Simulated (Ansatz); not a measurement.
# AlGa3N4 (P-43m): what size, symmetry and threads cost in G0W0, part 2 of 2

Aim: time one G0W0 calculation on AlGa3N4 (P-43m) in larger cells, without symmetry and on fewer threads.

Ansatz 0.2.0; G0W0 on PBEsol, plane waves, PAW. Known limits of the many-body steps: not at the basis limit; no spin-orbit coupling; coarse k mesh.

So far. Step 7 (8 threads, 2×2×2 mesh): Against the run with 2×2×2 mesh, 94 empty bands, screening to 60 eV, the gap moves by +0.000 eV. Step 8 (16 atoms (2×1×1 cells), 1×2×2 mesh): The gap on the mesh goes from 2.26 eV to 3.18 eV, a correction of +0.93 eV. Between the two edge states, bare exchange in place of the xc potential would open the gap by 8.80 eV, and correlation takes back 7.88 eV.

### 9. 32 atoms (2×2×1 cells), 1×1×2 mesh

The input, input.yaml:

```yaml
crystal:
  lattice:
    - [8.94337072, 0.0, 0.0]
    - [0.0, 8.94337072, 0.0]
    - [0.0, 0.0, 4.47168536]
  atoms:
    - { symbol: Al, position: [0.0, 0.0, 0.0] }
    - { symbol: Ga, position: [0.25, 0.25, 0.0] }
    - { symbol: Ga, position: [0.25, 0.0, 0.5] }
    - { symbol: Ga, position: [0.0, 0.25, 0.5] }
    - { symbol: "N", position: [0.37785721, 0.37785721, 0.24428558] }
    - { symbol: "N", position: [0.37785721, 0.12214279, 0.75571442] }
    - { symbol: "N", position: [0.12214279, 0.37785721, 0.75571442] }
    - { symbol: "N", position: [0.12214279, 0.12214279, 0.24428558] }
    - { symbol: Al, position: [0.0, 0.5, 0.0] }
    - { symbol: Ga, position: [0.25, 0.75, 0.0] }
    - { symbol: Ga, position: [0.25, 0.5, 0.5] }
    - { symbol: Ga, position: [0.0, 0.75, 0.5] }
    - { symbol: "N", position: [0.37785721, 0.87785721, 0.24428558] }
    - { symbol: "N", position: [0.37785721, 0.62214279, 0.75571442] }
    - { symbol: "N", position: [0.12214279, 0.87785721, 0.75571442] }
    - { symbol: "N", position: [0.12214279, 0.62214279, 0.24428558] }
    - { symbol: Al, position: [0.5, 0.0, 0.0] }
    - { symbol: Ga, position: [0.75, 0.25, 0.0] }
    - { symbol: Ga, position: [0.75, 0.0, 0.5] }
    - { symbol: Ga, position: [0.5, 0.25, 0.5] }
    - { symbol: "N", position: [0.87785721, 0.37785721, 0.24428558] }
    - { symbol: "N", position: [0.87785721, 0.12214279, 0.75571442] }
    - { symbol: "N", position: [0.62214279, 0.37785721, 0.75571442] }
    - { symbol: "N", position: [0.62214279, 0.12214279, 0.24428558] }
    - { symbol: Al, position: [0.5, 0.5, 0.0] }
    - { symbol: Ga, position: [0.75, 0.75, 0.0] }
    - { symbol: Ga, position: [0.75, 0.5, 0.5] }
    - { symbol: Ga, position: [0.5, 0.75, 0.5] }
    - { symbol: "N", position: [0.87785721, 0.87785721, 0.24428558] }
    - { symbol: "N", position: [0.87785721, 0.62214279, 0.75571442] }
    - { symbol: "N", position: [0.62214279, 0.87785721, 0.75571442] }
    - { symbol: "N", position: [0.62214279, 0.62214279, 0.24428558] }
kpoints:
  mp_grid: { grid: [1, 1, 2] }
hamiltonian:
  xc: pbesol
scf:
  occupations: { method: fixed }
gw:
  n_empty_bands: 376
  ecut_chi: 60.0
  qp_bands: [v1, c1]
  qp_kpoints: band_edges
  screening: { model: contour_deformation }
```

On the command line:

```
$ ansatz run input.yaml --threads 16 --pin off --max-ram 36864MiB --backend cpu --events-out ev --progress --plain --runs-dir out
```

Numbers of over 12 decimals in the logs are rounded to 6 here.

Output:

```text
[...]
Crystal: 32 atoms, lattice volume = 357.663 Å³
Basis set: ecut = 420 eV, 6983 PW (Γ)
Bands: 156, of which v1, the nominal top of the filled ones, is band 124 counted from 1 (123 counted from 0)
Symmetry: 32 space group operations
[...]
k-points: 2
[...]
k-point 1: bands = [... 120 lower, 8.2196, 8.2196, 8.2900, 8.2900, 13.6978, 13.7682, 13.7682, 13.7682, ... 28 higher]
[...]
0   124      8.8964   -23.2321     3.8406   -19.2844  0.7549     8.7890     8.7893  root
     0   125     11.1521   -10.7396    -4.0332   -15.5939  0.7818    11.9900    11.9732  root
     1   124      8.2900   -22.9053     3.8478   -18.9021  0.7530     8.1340     8.1345  root
     1   125     13.6978    -9.4923    -4.2603   -14.6169  0.7765    14.5824    14.5621  root
[key lines of the parts left out:]
SCF converged after 7 iterations
Free energy (F): -53096.747895 eV
Fermi energy:    8.896404 eV
```

Elapsed: 13 s, on 16 threads of Arm Neoverse V2, shared host; peak memory 2 GiB.

Numbers from this step:

| Item | Value |
| --- | --- |
| bands summed | 500 |
| RPA ε∞ on this mesh (eigenvalues) | 9.000, 9.000, 9.000 |
| plane waves in the screening matrix | 365 |
| G0W0 gap on the mesh | 3.184 eV |
| k of the valence top | 0, 0, 0 |
| k of the conduction bottom | 0, 0, 0 |
| starting gap on the mesh | 2.256 eV |
| least direct G0W0 gap on the computed points | 3.184 eV |

The gap on the mesh goes from 2.26 eV to 3.18 eV, a correction of +0.93 eV. Between the two edge states, bare exchange in place of the xc potential would open the gap by 8.80 eV, and correlation takes back 7.87 eV.

### 10. 64 atoms (2×2×2 cells), 1×1×1 mesh

The input, input.yaml:

```yaml
crystal:
  lattice:
    - [8.94337072, 0.0, 0.0]
    - [0.0, 8.94337072, 0.0]
    - [0.0, 0.0, 8.94337072]
  atoms:
    - { symbol: Al, position: [0.0, 0.0, 0.0] }
    - { symbol: Ga, position: [0.25, 0.25, 0.0] }
    - { symbol: Ga, position: [0.25, 0.0, 0.25] }
    - { symbol: Ga, position: [0.0, 0.25, 0.25] }
    - { symbol: "N", position: [0.37785721, 0.37785721, 0.12214279] }
    - { symbol: "N", position: [0.37785721, 0.12214279, 0.37785721] }
    - { symbol: "N", position: [0.12214279, 0.37785721, 0.37785721] }
    - { symbol: "N", position: [0.12214279, 0.12214279, 0.12214279] }
    - { symbol: Al, position: [0.0, 0.0, 0.5] }
    - { symbol: Ga, position: [0.25, 0.25, 0.5] }
    - { symbol: Ga, position: [0.25, 0.0, 0.75] }
    - { symbol: Ga, position: [0.0, 0.25, 0.75] }
    - { symbol: "N", position: [0.37785721, 0.37785721, 0.62214279] }
    - { symbol: "N", position: [0.37785721, 0.12214279, 0.87785721] }
    - { symbol: "N", position: [0.12214279, 0.37785721, 0.87785721] }
    - { symbol: "N", position: [0.12214279, 0.12214279, 0.62214279] }
    - { symbol: Al, position: [0.0, 0.5, 0.0] }
    - { symbol: Ga, position: [0.25, 0.75, 0.0] }
    - { symbol: Ga, position: [0.25, 0.5, 0.25] }
    - { symbol: Ga, position: [0.0, 0.75, 0.25] }
    - { symbol: "N", position: [0.37785721, 0.87785721, 0.12214279] }
    - { symbol: "N", position: [0.37785721, 0.62214279, 0.37785721] }
    - { symbol: "N", position: [0.12214279, 0.87785721, 0.37785721] }
    - { symbol: "N", position: [0.12214279, 0.62214279, 0.12214279] }
    - { symbol: Al, position: [0.0, 0.5, 0.5] }
    - { symbol: Ga, position: [0.25, 0.75, 0.5] }
    - { symbol: Ga, position: [0.25, 0.5, 0.75] }
    - { symbol: Ga, position: [0.0, 0.75, 0.75] }
    - { symbol: "N", position: [0.37785721, 0.87785721, 0.62214279] }
    - { symbol: "N", position: [0.37785721, 0.62214279, 0.87785721] }
    - { symbol: "N", position: [0.12214279, 0.87785721, 0.87785721] }
    - { symbol: "N", position: [0.12214279, 0.62214279, 0.62214279] }
    - { symbol: Al, position: [0.5, 0.0, 0.0] }
    - { symbol: Ga, position: [0.75, 0.25, 0.0] }
    - { symbol: Ga, position: [0.75, 0.0, 0.25] }
    - { symbol: Ga, position: [0.5, 0.25, 0.25] }
    - { symbol: "N", position: [0.87785721, 0.37785721, 0.12214279] }
    - { symbol: "N", position: [0.87785721, 0.12214279, 0.37785721] }
    - { symbol: "N", position: [0.62214279, 0.37785721, 0.37785721] }
    - { symbol: "N", position: [0.62214279, 0.12214279, 0.12214279] }
    - { symbol: Al, position: [0.5, 0.0, 0.5] }
    - { symbol: Ga, position: [0.75, 0.25, 0.5] }
    - { symbol: Ga, position: [0.75, 0.0, 0.75] }
    - { symbol: Ga, position: [0.5, 0.25, 0.75] }
    - { symbol: "N", position: [0.87785721, 0.37785721, 0.62214279] }
    - { symbol: "N", position: [0.87785721, 0.12214279, 0.87785721] }
    - { symbol: "N", position: [0.62214279, 0.37785721, 0.87785721] }
    - { symbol: "N", position: [0.62214279, 0.12214279, 0.62214279] }
    - { symbol: Al, position: [0.5, 0.5, 0.0] }
    - { symbol: Ga, position: [0.75, 0.75, 0.0] }
    - { symbol: Ga, position: [0.75, 0.5, 0.25] }
    - { symbol: Ga, position: [0.5, 0.75, 0.25] }
    - { symbol: "N", position: [0.87785721, 0.87785721, 0.12214279] }
    - { symbol: "N", position: [0.87785721, 0.62214279, 0.37785721] }
    - { symbol: "N", position: [0.62214279, 0.87785721, 0.37785721] }
    - { symbol: "N", position: [0.62214279, 0.62214279, 0.12214279] }
    - { symbol: Al, position: [0.5, 0.5, 0.5] }
    - { symbol: Ga, position: [0.75, 0.75, 0.5] }
    - { symbol: Ga, position: [0.75, 0.5, 0.75] }
    - { symbol: Ga, position: [0.5, 0.75, 0.75] }
    - { symbol: "N", position: [0.87785721, 0.87785721, 0.62214279] }
    - { symbol: "N", position: [0.87785721, 0.62214279, 0.87785721] }
    - { symbol: "N", position: [0.62214279, 0.87785721, 0.87785721] }
    - { symbol: "N", position: [0.62214279, 0.62214279, 0.62214279] }
kpoints:
  mp_grid: { grid: [1, 1, 1] }
hamiltonian:
  xc: pbesol
scf:
  occupations: { method: fixed }
gw:
  n_empty_bands: 752
  ecut_chi: 60.0
  qp_bands: [v1, c1]
  qp_kpoints: band_edges
  screening: { model: contour_deformation }
```

Output:

```text
[...]
Crystal: 64 atoms, lattice volume = 715.325 Å³
Basis set: ecut = 420 eV, 13949 PW (Γ)
Bands: 312, of which v1, the nominal top of the filled ones, is band 248 counted from 1 (247 counted from 0)
Symmetry: 192 space group operations
[...]
k-points: 1
[...]
--- Band table (eV) ---
  k-point 0: bands = [... 244 lower, 8.2900, 8.8964, 8.8964, 8.8964, 11.1521, 12.2056, 12.2056, 12.2056, ... 60 higher]
[...]
gw.qp_kpoints: band_edges: 1 of 1 stored k-point solved, in 1 pass; an edge of the gap read off the rows below is read off those points alone
[...]
0   248      8.8964   -23.2321     3.8406   -19.2844  0.7549     8.7891     8.7893  root
     0   249     11.1521   -10.7396    -4.0360   -15.5939  0.7818    11.9871    11.9704  root
[key lines of the parts left out:]
SCF converged after 7 iterations
Free energy (F): -106193.495791 eV
Fermi energy:    8.896417 eV
```

It took 30 s on 16 threads; peak memory 4.1 GiB.

Numbers from this step:

```
bands summed                                 : 1000
RPA ε∞ on this mesh (eigenvalues)            : 9.000, 9.000, 9.000
plane waves in the screening matrix          : 739
G0W0 gap on the mesh                         : 3.181 eV
k of the valence top                         : 0, 0, 0
k of the conduction bottom                   : 0, 0, 0
starting gap on the mesh                     : 2.256 eV
least direct G0W0 gap on the computed points : 3.181 eV
```

The gap on the mesh goes from 2.26 eV to 3.18 eV, a correction of +0.93 eV. Between the two edge states, bare exchange in place of the xc potential would open the gap by 8.80 eV, and correlation takes back 7.88 eV.

### 11. The runs together

A supercell on the folded mesh samples the same points as the primitive cell, so the gap should stay. Times are wall times on shared hardware, named with each run.

```tsv
run	mesh	irreducible k	bands	screening plane waves	threads	gap (eV)	time	CPU time	host memory (GiB)
8 atoms (1×1×1 cells)	2×2×2	4	125	81	16	3.182	1.2 s	9.3 s	0.46
no symmetry	2×2×2	8	125	81	16	3.182	2.3 s	21 s	0.63
1 thread	2×2×2	4	125	81	1	3.182	5.8 s	5.8 s	0.30
2 threads	2×2×2	4	125	81	2	3.182	3.2 s	6.2 s	0.35
4 threads	2×2×2	4	125	81	4	3.182	2 s	6.7 s	0.45
8 threads	2×2×2	4	125	81	8	3.182	1.3 s	6.8 s	0.45
16 atoms (2×1×1 cells)	1×2×2	3	250	175	16	3.183	3.7 s	35 s	0.90
32 atoms (2×2×1 cells)	1×1×2	2	500	365	16	3.184	13 s	2.2 min	2.0
64 atoms (2×2×2 cells)	1×1×1	1	1000	739	16	3.181	30 s	7.3 min	4.1
```

### 12. Summary of results

| Item | Value |
| --- | --- |
| 8 atoms (1×1×1 cells) | 1.2 s, gap 3.18 eV |
| no symmetry | 2.3 s, gap 3.18 eV |
| 1 thread | 5.8 s, gap 3.18 eV |
| 2 threads | 3.2 s, gap 3.18 eV |
| 4 threads | 2 s, gap 3.18 eV |
| 8 threads | 1.3 s, gap 3.18 eV |
| 16 atoms (2×1×1 cells) | 3.7 s, gap 3.18 eV |
| 32 atoms (2×2×1 cells) | 13 s, gap 3.18 eV |
| 64 atoms (2×2×2 cells) | 30 s, gap 3.18 eV |

From 8 to 64 atoms the gap stays within 0.003 eV, while the time grows 26-fold. Over the last step it grows as about the power 1.3 of the size; fewer k points offset part of the fourth-power cost of the screening. Without symmetry the mesh holds 8 points in place of 4, the time changes by less than twofold and the gap changes by +0.000 eV. Going from 1 to 16 threads speeds the run 4.9-fold, an efficiency of about 31 %. The host was shared, so single times are good to a factor of about two.

[Paths, hosts, dates, memory and timing lines, banners, echoed tables and standing remarks are left out of the program output.]

[Logs are printed without paths, hosts, clocks, repeated set-up lines and the standing remarks that a program may print on its own settings, such as how far it seeks lower states.]

[Runs of the session that timed out or met a known fault of the program may be left out.]

[Cells called generated may have been cut or substituted from an entry of the Crystallography Open Database or the Materials Project.]

[Hosts, paths, dates, database ids (printed as entryN), source tags and the programs' standing remarks are cut or masked in the printed files.]
